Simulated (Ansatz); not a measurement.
# Deformation potentials of KCdCO3F (P-6m2) by GW

Wanted: gap changes of KCdCO3F (P-6m2) under several strains (per length; ions relaxed at each).

Program: Ansatz 0.2.0. Level of theory: a semilocal functional, HSE06 and G0W0, plane waves, PAW. Results are calculated unless marked as measured.

Most raw output is cut from this account.

## 1. The starting structure

The structure is hexagonal, space group P-6m2 (No. 187). The conventional cell has a = 5.132 Å, b = 5.132 Å, c = 4.432 Å, α = 90.00°, β = 90.00°, γ = 120.00°. Nearest to K lie 6 O at 2.80 Å and 3 F at 2.96 Å. Nearest to Cd lie 2 F at 2.22 Å and 6 O at 2.58 Å. C has 3 O at 1.25 Å nearest. Nearest to O lie 1 C at 1.25 Å and 2 Cd at 2.58 Å and 2 K at 2.80 Å. Nearest to F lie 2 Cd at 2.22 Å and 3 K at 2.96 Å. Farther neighbours and most contacts between anions are not listed.

Coordinates:

```cif
data_structure
_symmetry_space_group_name_H-M 'P-6m2'
_symmetry_Int_Tables_number 187
_cell_length_a 5.1324
_cell_length_b 5.1324
_cell_length_c 4.4324
_cell_angle_alpha 90.000
_cell_angle_beta 90.000
_cell_angle_gamma 120.000
_cell_volume 101.11
loop_
_atom_site_label
_atom_site_type_symbol
_atom_site_symmetry_multiplicity
_atom_site_Wyckoff_symbol
_atom_site_fract_x
_atom_site_fract_y
_atom_site_fract_z
_atom_site_occupancy
K1 K 1 a 0.00000 0.00000 0.00000 1
Cd1 Cd 1 f 0.66667 0.33333 0.50000 1
C1 C 1 d 0.33333 0.66667 0.50000 1
O1 O 3 k 0.19250 0.38500 0.50000 1
F1 F 1 e 0.66667 0.33333 0.00000 1
```

The start is a cell from the Crystallography Open Database.

## 2. Unstrained: relaxing the ions

Gaps follow bond lengths, so the structure is brought to rest first.

This step: DFT, PBE, plane waves, PAW; PAW set soft_1.

input.yaml reads:

```yaml
crystal:
  lattice:
    - [5.1324, 0.0, 0.0]
    - [-2.5662, 4.4447887824, 0.0]
    - [0.0, 0.0, 4.4324]
  atoms:
    - { symbol: K, position: [0.0, 0.0, 0.0] }
    - { symbol: Cd, position: [0.6666666667, 0.3333333333, 0.5] }
    - { symbol: C, position: [0.3333333333, 0.6666666667, 0.5] }
    - { symbol: O, position: [0.1925, 0.385, 0.5] }
    - { symbol: O, position: [0.1925, 0.8075, 0.5] }
    - { symbol: O, position: [0.615, 0.8075, 0.5] }
    - { symbol: F, position: [0.6666666667, 0.3333333333, 0.0] }
kpoints:
  mp_grid: { grid: [6, 6, 6] }
hamiltonian:
  xc: pbe
  pseudopotentials: { kind: paw, azcp: { folder: soft_1 } }
scf:
  occupations: { method: fermi_dirac, width: 0.02 }
relax:
  f_tol: 0.02
  max_steps: 60
output:
  write_density: true
  write_potential: true
  elf: true
  volumetric_format: npy
```

Run with:

```bash
$ ansatz run input.yaml --threads 2 --pin off --max-ram 92160MiB --backend cuda --events-out ev --progress --plain --runs-dir out --devices 1 --max-vram 13GiB
```

It took 13 s on 1 × NVIDIA H100 80GB HBM3 (shared by 6 runs) with 2 threads of AMD EPYC 7R13 (Zen 3), shared host; peak memory 0.99 GiB; 13 s of CPU time.

Step by step:

| step | energy less that of the first step (eV) | largest force component (eV/Å) |
| --- | --- | --- |
| 1 | 0.0000 | 3.1165 |
| 2 | -0.1705 | 0.7675 |
| 3 | -0.1830 | 0.0546 |
| 4 | -0.1830 | 0.0055 |

The run keeps the 12 symmetry operations that it works with, so distortions that break them were not tested.

The atoms that moved most (Å):

| atom | dx | dy | dz | length |
| --- | --- | --- | --- | --- |
| O6 | 0.035 | 0.020 | 0.000 | 0.041 |
| O4 | 0.000 | -0.041 | 0.000 | 0.041 |
| O5 | -0.035 | 0.020 | 0.000 | 0.041 |

The relaxed structure:

```cif
data_structure
_symmetry_space_group_name_H-M 'P 1'
_symmetry_Int_Tables_number 1
_cell_length_a 5.1324
_cell_length_b 5.1324
_cell_length_c 4.4324
_cell_angle_alpha 90.000
_cell_angle_beta 90.000
_cell_angle_gamma 120.000
_cell_volume 101.11
loop_
_atom_site_label
_atom_site_type_symbol
_atom_site_fract_x
_atom_site_fract_y
_atom_site_fract_z
_atom_site_occupancy
K1 K 0.00000 0.00000 0.00000 1
Cd2 Cd 0.66667 0.33333 0.50000 1
C3 C 0.33333 0.66667 0.50000 1
O4 O 0.18790 0.37579 0.50000 1
O5 O 0.18790 0.81210 0.50000 1
O6 O 0.62421 0.81210 0.50000 1
F7 F 0.66667 0.33333 0.00000 1
```

## 3. Unstrained: relaxing the ions

input.yaml, the sections that differ from step 2:

```yaml
crystal:
  lattice:
    - [5.1324, 0.0, 0.0]
    - [-2.5662, 4.4447887824, 0.0]
    - [0.0, 0.0, 4.4324]
  atoms:
    - { symbol: K, position: [0.0, 0.0, 0.0] }
    - { symbol: Cd, position: [0.6666666667, 0.3333333333, 0.5] }
    - { symbol: C, position: [0.3333333333, 0.6666666667, 0.5] }
    - { symbol: O, position: [0.1878970915, 0.3757941831, 0.5] }
    - { symbol: O, position: [0.1878970915, 0.8121029085, 0.5] }
    - { symbol: O, position: [0.6242058169, 0.8121029085, 0.5] }
    - { symbol: F, position: [0.6666666667, 0.3333333333, 0.0] }
relax:
  f_tol: 0.01
# kpoints, hamiltonian, scf: as in step 2
# output: removed
```

Wall time 9.4 s (1 × NVIDIA H100 80GB HBM3 (shared by 6 runs) with 2 threads); peak memory 0.97 GiB; 6.5 s of CPU time.

No atom moved by 0.005 Å in the relaxation.

## 4. Unstrained: PBE

input.yaml, as its differences from that of step 3:

```diff
@@ -15,2 +15,11 @@
   mp_grid: { grid: [6, 6, 6] }
+  band_path:
+    path:
+      - [0.0, 0.0, 0.0]
+      - [0.5, 0.0, 0.0]
+      - [0.33333333, 0.33333333, 0.0]
+      - [0.0, 0.0, 0.5]
+      - [0.5, 0.0, 0.5]
+      - [0.33333333, 0.33333333, 0.5]
+    npoints: 1
 hamiltonian:
@@ -20,3 +29,6 @@
   occupations: { method: fermi_dirac, width: 0.02 }
-relax:
-  f_tol: 0.01
+  n_extra_bands: 6
+output:
+  eigenvalues: true
+  forces: true
+  stress: true
```

Run time: 11 s. Hardware: 1 × NVIDIA H100 80GB HBM3 (shared by 6 runs) with 2 threads; peak memory 0.94 GiB.

This step gave:

```yaml
pressure: 0.7570 GPa
gap: 1.834 eV
valence_top_at: A
conduction_bottom_at: Γ
least_direct_gap: 1.839 eV
```

The gap is indirect, with the least direct gap 0.005 eV higher.

## 5. Unstrained: G0W0

Now the one-shot GW correction: screening in the RPA, then the self-energy of the levels asked for. This step takes PAW set soft_1 files.

This step: G0W0 on PBE, plane waves, PAW; PAW set soft_1.

input.yaml, the sections that differ from step 4:

```yaml
kpoints:
  mp_grid: { grid: [6, 6, 6] }
scf:
  occupations: { method: fixed }
gw:
  n_empty_bands: 380
  ecut_chi: 140
  qp_bands: [v2, c2]
  qp_kpoints: band_edges
  screening: { model: contour_deformation }
# crystal, hamiltonian: as in step 4
# output: removed
```

Elapsed: 2.9 min, on 1 × NVIDIA H100 80GB HBM3 (shared by 6 runs) with 2 threads; peak memory 2.5 GiB; 5 min of CPU time.

Numbers from this step:

- bands summed: 409
- RPA ε∞ on this mesh (eigenvalues): 2.338, 2.879, 2.879
- plane waves in the screening matrix: 381
- q-points in the mesh: 216
- G0W0 gap on the mesh: 3.846 eV
- k of the valence top: 0, 0, -0.5
- k of the conduction bottom: 0, 0, 0
- starting gap on the mesh: 1.834 eV
- Z at the valence top: 0.7531
- Z at the conduction bottom: 0.8437
- least direct G0W0 gap on the computed points: 3.852 eV

The gap on the mesh goes from 1.83 eV to 3.85 eV, a correction of +2.01 eV. Between the two edge states, bare exchange in place of the xc potential would open the gap by 10.33 eV, and correlation takes back 8.32 eV.

## 6. Unstrained: HSE06

The screened hybrid is the usual rung above semilocal functionals: a quarter of exact exchange, cut off beyond a few ångström.

This step: DFT, HSE06, plane waves, PAW; PAW set soft_1.

input.yaml, as its differences from that of step 5:

```diff
@@ -15,4 +15,13 @@
   mp_grid: { grid: [6, 6, 6] }
+  band_path:
+    path:
+      - [0.0, 0.0, 0.0]
+      - [0.5, 0.0, 0.0]
+      - [0.33333333, 0.33333333, 0.0]
+      - [0.0, 0.0, 0.5]
+      - [0.5, 0.0, 0.5]
+      - [0.33333333, 0.33333333, 0.5]
+    npoints: 1
 hamiltonian:
-  xc: pbe
+  xc: hse06
   pseudopotentials: { kind: paw, azcp: { folder: soft_1 } }
@@ -20,7 +29,4 @@
   occupations: { method: fixed }
-gw:
-  n_empty_bands: 380
-  ecut_chi: 140
-  qp_bands: [v2, c2]
-  qp_kpoints: band_edges
-  screening: { model: contour_deformation }
+  n_extra_bands: 6
+output:
+  eigenvalues: true
```

The job ended after 65 s (1 × NVIDIA H100 80GB HBM3 (shared by 6 runs) with 2 threads; peak memory 1.8 GiB).

This step gave:

```
gap                  : 3.632 eV
valence top at       : A
conduction bottom at : Γ
least direct gap     : 3.637 eV
```

The gap stands +1.80 eV against PBE.

## 7. Hydrostatic -1.0 %: relaxing the ions

This step: DFT, PBE, plane waves, PAW; PAW set soft_1.

The cell differs from the one that the last finished run ended in (a 5.132 → 5.081 Å, b 5.132 → 5.081 Å, c 4.432 → 4.388 Å).

input.yaml reads:

```yaml
crystal:
  lattice:
    - [5.081076, 0.0, 0.0]
    - [-2.540538, 4.4003408946, 0.0]
    - [0.0, 0.0, 4.388076]
  atoms:
    - { symbol: K, position: [0.0, 0.0, 0.0] }
    - { symbol: Cd, position: [0.6666666667, 0.3333333333, 0.5] }
    - { symbol: C, position: [0.3333333333, 0.6666666667, 0.5] }
    - { symbol: O, position: [0.1878970915, 0.3757941831, 0.5] }
    - { symbol: O, position: [0.1878970915, 0.8121029085, 0.5] }
    - { symbol: O, position: [0.6242058169, 0.8121029085, 0.5] }
    - { symbol: F, position: [0.6666666667, 0.3333333333, 0.0] }
kpoints:
  mp_grid: { grid: [6, 6, 6] }
hamiltonian:
  xc: pbe
  pseudopotentials: { kind: paw, azcp: { folder: soft_1 } }
scf:
  occupations: { method: fermi_dirac, width: 0.02 }
relax:
  f_tol: 0.01
```

Elapsed: 11 s, on 1 × NVIDIA H100 80GB HBM3 (shared by 6 runs) with 2 threads; peak memory 0.98 GiB; 9.3 s of CPU time.

Step by step:

| step | energy less that of the first step (eV) | largest force component (eV/Å) |
| --- | --- | --- |
| 1 | 0.0000 | 0.7580 |
| 2 | -0.0112 | 0.1967 |
| 3 | -0.0121 | 0.0045 |
| 4 | -0.0121 | 0.0047 |

Forces are held to the 12 operations that the run works with; a distortion that breaks them can't arise in this run.

The atoms that moved most (Å):

| atom | dx | dy | dz | length |
| --- | --- | --- | --- | --- |
| O6 | 0.009 | 0.005 | 0.000 | 0.011 |
| O5 | -0.009 | 0.005 | 0.000 | 0.011 |
| O4 | 0.000 | -0.011 | 0.000 | 0.011 |

The relaxed structure:

```cif
data_structure
_symmetry_space_group_name_H-M 'P 1'
_symmetry_Int_Tables_number 1
_cell_length_a 5.0811
_cell_length_b 5.0811
_cell_length_c 4.3881
_cell_angle_alpha 90.000
_cell_angle_beta 90.000
_cell_angle_gamma 120.000
_cell_volume 98.11
loop_
_atom_site_label
_atom_site_type_symbol
_atom_site_fract_x
_atom_site_fract_y
_atom_site_fract_z
_atom_site_occupancy
K1 K 0.00000 0.00000 0.00000 1
Cd2 Cd 0.66667 0.33333 0.50000 1
C3 C 0.33333 0.66667 0.50000 1
O4 O 0.18669 0.37337 0.50000 1
O5 O 0.18669 0.81331 0.50000 1
O6 O 0.62663 0.81331 0.50000 1
F7 F 0.66667 0.33333 0.00000 1
```

## 8. Hydrostatic -1.0 %: PBE

input.yaml reads:

```yaml
crystal:
  lattice:
    - [5.081076, 0.0, 0.0]
    - [-2.540538, 4.4003408946, 0.0]
    - [0.0, 0.0, 4.388076]
  atoms:
    - { symbol: K, position: [0.0, 0.0, 0.0] }
    - { symbol: Cd, position: [0.6666666667, 0.3333333333, 0.5] }
    - { symbol: C, position: [0.3333333333, 0.6666666667, 0.5] }
    - { symbol: O, position: [0.1866857704, 0.3733715409, 0.5] }
    - { symbol: O, position: [0.1866857704, 0.8133142296, 0.5] }
    - { symbol: O, position: [0.6266284591, 0.8133142296, 0.5] }
    - { symbol: F, position: [0.6666666667, 0.3333333333, 0.0] }
kpoints:
  mp_grid: { grid: [6, 6, 6] }
  band_path:
    path:
      - [0.0, 0.0, 0.0]
      - [0.5, 0.0, 0.0]
      - [0.33333333, 0.33333333, 0.0]
      - [0.0, 0.0, 0.5]
      - [0.5, 0.0, 0.5]
      - [0.33333333, 0.33333333, 0.5]
    npoints: 1
hamiltonian:
  xc: pbe
  pseudopotentials: { kind: paw, azcp: { folder: soft_1 } }
scf:
  occupations: { method: fermi_dirac, width: 0.02 }
  n_extra_bands: 6
output:
  eigenvalues: true
  forces: true
  stress: true
```

Wall time 11 s (1 × NVIDIA H100 80GB HBM3 (shared by 6 runs) with 2 threads); peak memory 0.96 GiB; 6.2 s of CPU time.

Numbers from this step:

| Property | Result |
| --- | --- |
| pressure | 2.758 GPa |
| gap | 1.993 eV |
| valence top at | A |
| conduction bottom at | Γ |
| least direct gap | 1.998 eV |

The gap is indirect, with the least direct gap 0.005 eV higher.

## 9. Hydrostatic -1.0 %: G0W0

This step: G0W0 on PBE, plane waves, PAW; PAW set soft_1.

input.yaml, the sections that differ from step 8:

```yaml
kpoints:
  mp_grid: { grid: [6, 6, 6] }
scf:
  occupations: { method: fixed }
gw:
  n_empty_bands: 380
  ecut_chi: 140
  qp_bands: [v2, c2]
  qp_kpoints: band_edges
  screening: { model: contour_deformation }
# crystal, hamiltonian: as in step 8
# output: removed
```

Elapsed: 3.9 min, on 1 × NVIDIA H100 80GB HBM3 (shared by 6 runs) with 2 threads; peak memory 2.4 GiB.

This step gave:

```
bands summed                                 : 409
RPA ε∞ on this mesh (eigenvalues)            : 2.352, 2.879, 2.879
plane waves in the screening matrix          : 369
G0W0 gap on the mesh                         : 4.036 eV
k of the valence top                         : 0, 0, -0.5
k of the conduction bottom                   : 0, 0, 0
starting gap on the mesh                     : 1.993 eV
least direct G0W0 gap on the computed points : 4.043 eV
```

The gap on the mesh goes from 1.99 eV to 4.04 eV, a correction of +2.04 eV. Between the two edge states, bare exchange in place of the xc potential would open the gap by 10.38 eV, and correlation takes back 8.33 eV.

## 10. Hydrostatic -1.0 %: HSE06

This step: DFT, HSE06, plane waves, PAW; PAW set soft_1.

input.yaml, as its differences from that of step 9:

```diff
@@ -15,4 +15,13 @@
   mp_grid: { grid: [6, 6, 6] }
+  band_path:
+    path:
+      - [0.0, 0.0, 0.0]
+      - [0.5, 0.0, 0.0]
+      - [0.33333333, 0.33333333, 0.0]
+      - [0.0, 0.0, 0.5]
+      - [0.5, 0.0, 0.5]
+      - [0.33333333, 0.33333333, 0.5]
+    npoints: 1
 hamiltonian:
-  xc: pbe
+  xc: hse06
   pseudopotentials: { kind: paw, azcp: { folder: soft_1 } }
@@ -20,7 +29,4 @@
   occupations: { method: fixed }
-gw:
-  n_empty_bands: 380
-  ecut_chi: 140
-  qp_bands: [v2, c2]
-  qp_kpoints: band_edges
-  screening: { model: contour_deformation }
+  n_extra_bands: 6
+output:
+  eigenvalues: true
```

Elapsed: 74 s, on 1 × NVIDIA H100 80GB HBM3 (shared by 6 runs) with 2 threads; peak memory 1.8 GiB; 91 s of CPU time.

Numbers from this step:

```
gap                  : 3.807 eV
valence top at       : A
conduction bottom at : Γ
least direct gap     : 3.813 eV
```

The gap stands +1.81 eV against PBE.

## 11. Hydrostatic -0.5 %: relaxing the ions

This step: DFT, PBE, plane waves, PAW; PAW set soft_1.

The cell differs from the one that the last finished run ended in (a 5.081 → 5.107 Å, b 5.081 → 5.107 Å, c 4.388 → 4.410 Å).

input.yaml reads:

```yaml
crystal:
  lattice:
    - [5.106738, 0.0, 0.0]
    - [-2.553369, 4.4225648385, 0.0]
    - [0.0, 0.0, 4.410238]
  atoms:
    - { symbol: K, position: [0.0, 0.0, 0.0] }
    - { symbol: Cd, position: [0.6666666667, 0.3333333333, 0.5] }
    - { symbol: C, position: [0.3333333333, 0.6666666667, 0.5] }
    - { symbol: O, position: [0.1878970915, 0.3757941831, 0.5] }
    - { symbol: O, position: [0.1878970915, 0.8121029085, 0.5] }
    - { symbol: O, position: [0.6242058169, 0.8121029085, 0.5] }
    - { symbol: F, position: [0.6666666667, 0.3333333333, 0.0] }
kpoints:
  mp_grid: { grid: [6, 6, 6] }
hamiltonian:
  xc: pbe
  pseudopotentials: { kind: paw, azcp: { folder: soft_1 } }
scf:
  occupations: { method: fermi_dirac, width: 0.02 }
relax:
  f_tol: 0.01
```

The job ended after 10 s (1 × NVIDIA H100 80GB HBM3 (shared by 6 runs) with 2 threads; peak memory 0.98 GiB; 8.2 s of CPU time).

Step by step:

| step | energy less that of the first step (eV) | largest force component (eV/Å) |
| --- | --- | --- |
| 1 | 0.0000 | 0.3681 |
| 2 | -0.0027 | 0.0983 |
| 3 | -0.0029 | 0.0012 |
| 4 | -0.0029 | 0.0013 |

Forces are held to the 12 operations that the run works with; a distortion that breaks them can't arise in this run.

## 12. Hydrostatic -0.5 %: PBE

input.yaml reads:

```yaml
crystal:
  lattice:
    - [5.106738, 0.0, 0.0]
    - [-2.553369, 4.4225648385, 0.0]
    - [0.0, 0.0, 4.410238]
  atoms:
    - { symbol: K, position: [0.0, 0.0, 0.0] }
    - { symbol: Cd, position: [0.6666666667, 0.3333333333, 0.5] }
    - { symbol: C, position: [0.3333333333, 0.6666666667, 0.5] }
    - { symbol: O, position: [0.1872944871, 0.3745889743, 0.5] }
    - { symbol: O, position: [0.1872944871, 0.8127055129, 0.5] }
    - { symbol: O, position: [0.6254110257, 0.8127055129, 0.5] }
    - { symbol: F, position: [0.6666666667, 0.3333333333, 0.0] }
kpoints:
  mp_grid: { grid: [6, 6, 6] }
  band_path:
    path:
      - [0.0, 0.0, 0.0]
      - [0.5, 0.0, 0.0]
      - [0.33333333, 0.33333333, 0.0]
      - [0.0, 0.0, 0.5]
      - [0.5, 0.0, 0.5]
      - [0.33333333, 0.33333333, 0.5]
    npoints: 1
hamiltonian:
  xc: pbe
  pseudopotentials: { kind: paw, azcp: { folder: soft_1 } }
scf:
  occupations: { method: fermi_dirac, width: 0.02 }
  n_extra_bands: 6
output:
  eigenvalues: true
  forces: true
  stress: true
  write_density: true
  write_potential: true
  elf: true
  volumetric_format: npy
```

It took 14 s on 1 × NVIDIA H100 80GB HBM3 (shared by 6 runs) with 2 threads; peak memory 0.95 GiB.

Numbers from this step:

```
pressure             : 1.721 GPa
gap                  : 1.913 eV
valence top at       : A
conduction bottom at : Γ
least direct gap     : 1.918 eV
```

The gap is indirect, with the least direct gap 0.005 eV higher.

## 13. Hydrostatic -0.5 %: G0W0

This step: G0W0 on PBE, plane waves, PAW; PAW set soft_1.

input.yaml, the sections that differ from step 12:

```yaml
kpoints:
  mp_grid: { grid: [6, 6, 6] }
scf:
  occupations: { method: fixed }
gw:
  n_empty_bands: 380
  ecut_chi: 140
  qp_bands: [v2, c2]
  qp_kpoints: band_edges
  screening: { model: contour_deformation }
# crystal, hamiltonian: as in step 12
# output: removed
```

The job ended after 1.9 min (1 × NVIDIA H100 80GB HBM3 (shared by 6 runs) with 2 threads; peak memory 2.4 GiB; 2.9 min of CPU time).

Numbers from this step:

- bands summed: 409
- RPA ε∞ on this mesh (eigenvalues): 2.344, 2.878, 2.878
- plane waves in the screening matrix: 381
- G0W0 gap on the mesh: 3.941 eV
- k of the valence top: 0, 0, -0.5
- k of the conduction bottom: 0, 0, 0
- starting gap on the mesh: 1.913 eV
- least direct G0W0 gap on the computed points: 3.948 eV

The gap on the mesh goes from 1.91 eV to 3.94 eV, a correction of +2.03 eV. Between the two edge states, bare exchange in place of the xc potential would open the gap by 10.35 eV, and correlation takes back 8.33 eV.

## 14. Hydrostatic -0.5 %: HSE06

This step: DFT, HSE06, plane waves, PAW; PAW set soft_1.

input.yaml, as its differences from that of step 13:

```diff
@@ -15,4 +15,13 @@
   mp_grid: { grid: [6, 6, 6] }
+  band_path:
+    path:
+      - [0.0, 0.0, 0.0]
+      - [0.5, 0.0, 0.0]
+      - [0.33333333, 0.33333333, 0.0]
+      - [0.0, 0.0, 0.5]
+      - [0.5, 0.0, 0.5]
+      - [0.33333333, 0.33333333, 0.5]
+    npoints: 1
 hamiltonian:
-  xc: pbe
+  xc: hse06
   pseudopotentials: { kind: paw, azcp: { folder: soft_1 } }
@@ -20,7 +29,8 @@
   occupations: { method: fixed }
-gw:
-  n_empty_bands: 380
-  ecut_chi: 140
-  qp_bands: [v2, c2]
-  qp_kpoints: band_edges
-  screening: { model: contour_deformation }
+  n_extra_bands: 6
+output:
+  eigenvalues: true
+  write_density: true
+  write_potential: true
+  elf: true
+  volumetric_format: npy
```

Elapsed: 60 s, on 1 × NVIDIA H100 80GB HBM3 (shared by 6 runs) with 2 threads; peak memory 1.8 GiB.

Numbers from this step:

```yaml
gap: 3.720 eV
valence_top_at: A
conduction_bottom_at: Γ
least_direct_gap: 3.725 eV
```

The gap stands +1.81 eV against PBE.

[end of part 1 of 2]

[Paths, hosts, dates, memory and timing lines, banners, echoed tables and standing remarks are left out of the program output.]

[Logs are printed without paths, hosts, clocks, repeated set-up lines and the standing remarks that a program may print on its own settings, such as how far it seeks lower states.]

[Runs of the session that timed out or met a known fault of the program may be left out.]

[Cells called generated may have been cut or substituted from an entry of the Crystallography Open Database or the Materials Project.]

[Hosts, paths, dates, database ids (printed as entryN), source tags and the programs' standing remarks are cut or masked in the printed files.]
